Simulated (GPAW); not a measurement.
Consider Sc3TlB (Pm-3m).

```xyz
5
Lattice="4.5200 0.0000 0.0000 0.0000 4.5200 0.0000 0.0000 0.0000 4.5200" Properties=species:S:1:pos:R:3 pbc="T T T"
Tl    0.0000    0.0000    0.0000
Sc    2.2600    2.2600    0.0000
Sc    2.2600    0.0000    2.2600
Sc    0.0000    2.2600    2.2600
B     2.2600    2.2600    2.2600
```

Absorber: atom 2, with 2 B at 2.26 Å (linear, site symmetry 4/mmm). Method: GPAW, LDA, excited-electron core hole (neutral cell), 10-atom cell with 6.4 Å between holes, 5×5×5 k points, dipole transitions, Gaussian full width 0.9 eV up to 4 eV, rising linearly to 3.5 eV at 25 eV, without spin-orbit coupling.

Where do the maxima of the Sc K edge fall?

Main maxima up to 30 eV above the zero (height): 2.4 eV (0.62), 5.1 eV (0.59), 9.0 eV (1.77), 12.0 eV (1.31), 15.3 eV (1.55) and 29.5 eV (1.93). A K edge sees empty p states. The weak features of the first eV are p character mixed into the empty d bands; the main 4p edge lies above them. The total-energy difference is 4492.75 eV. One term is added: -21.68 eV, since the hole is spin-paired here and a spin-polarised one costs that much less in the free atom (computed apart). The photon energy is then 4471.07 eV. The tabulated edge of the element is 4492 eV. The functional leaves an error in such absolute values: in the free atom LDA prices this hole 12.5 eV below PBE (computed apart), and PBE is itself good to a few eV.

The Sc K spectrum (energy from the lowest empty level; intensity scaled to a mean of 1 over the first 20 eV):

```
E (eV)  intensity
  -2.0       0.00
  -1.5       0.00
  -1.0       0.00
  -0.5       0.02
   0.0       0.11
   0.5       0.24
   1.0       0.31
   1.5       0.39
   2.0       0.55
   2.5       0.61
   3.0       0.45
   3.5       0.33
   4.0       0.33
   4.5       0.47
   5.0       0.59
   5.5       0.55
   6.0       0.47
   6.5       0.44
   7.0       0.57
   7.5       0.83
   8.0       1.21
   8.5       1.60
   9.0       1.77
   9.5       1.67
  10.0       1.45
  10.5       1.28
  11.0       1.24
  11.5       1.29
  12.0       1.31
  12.5       1.27
  13.0       1.21
  13.5       1.19
  14.0       1.26
  14.5       1.40
  15.0       1.53
  15.5       1.55
  16.0       1.47
  16.5       1.37
  17.0       1.28
  17.5       1.23
  18.0       1.20
  18.5       1.17
  19.0       1.14
  19.5       1.11
  20.0       1.09
  20.5       1.09
  21.0       1.10
  21.5       1.14
  22.0       1.17
  22.5       1.20
  23.0       1.23
  23.5       1.25
  24.0       1.27
  24.5       1.29
  25.0       1.32
  25.5       1.37
  26.0       1.44
  26.5       1.53
  27.0       1.64
  27.5       1.74
  28.0       1.83
  28.5       1.89
  29.0       1.92
  29.5       1.93
  30.0       1.92
  30.5       1.90
  31.0       1.86
  31.5       1.81
  32.0       1.75
```

Quadrupole 1s→3d transitions, which feed the pre-edge, are not in the dipole spectrum. The holes are only 6.4 Å apart, so the shape is probably not converged with cell size; no larger cell was run here. The mesh is coarse (0.28 Å⁻¹ between points), so small maxima may be mesh ripples. Lifetime broadening is put in by hand, and intensities beyond about 20 eV depend on it and on the partial waves. The structure is a published determination, not relaxed.

[Banner, clock and machine lines of the logs are left out without a mark of their own.]

[Logs are printed without paths, hosts, clocks, repeated set-up lines and the standing remarks that a program may print on its own settings, such as how far it seeks lower states.]

[Hosts, paths, dates, database ids (printed as entryN), source tags and the programs' standing remarks are cut or masked in the printed files.]

[Lists of maxima count a maximum above −3 eV only where it reaches 4 % of the highest in the window and stands out from its surroundings by 2 % of it (1.5 % where it reaches 55 %); shoulders and weaker maxima are passed over, and of the rest the first, up to two pre-edge ones and the few strongest are named.]
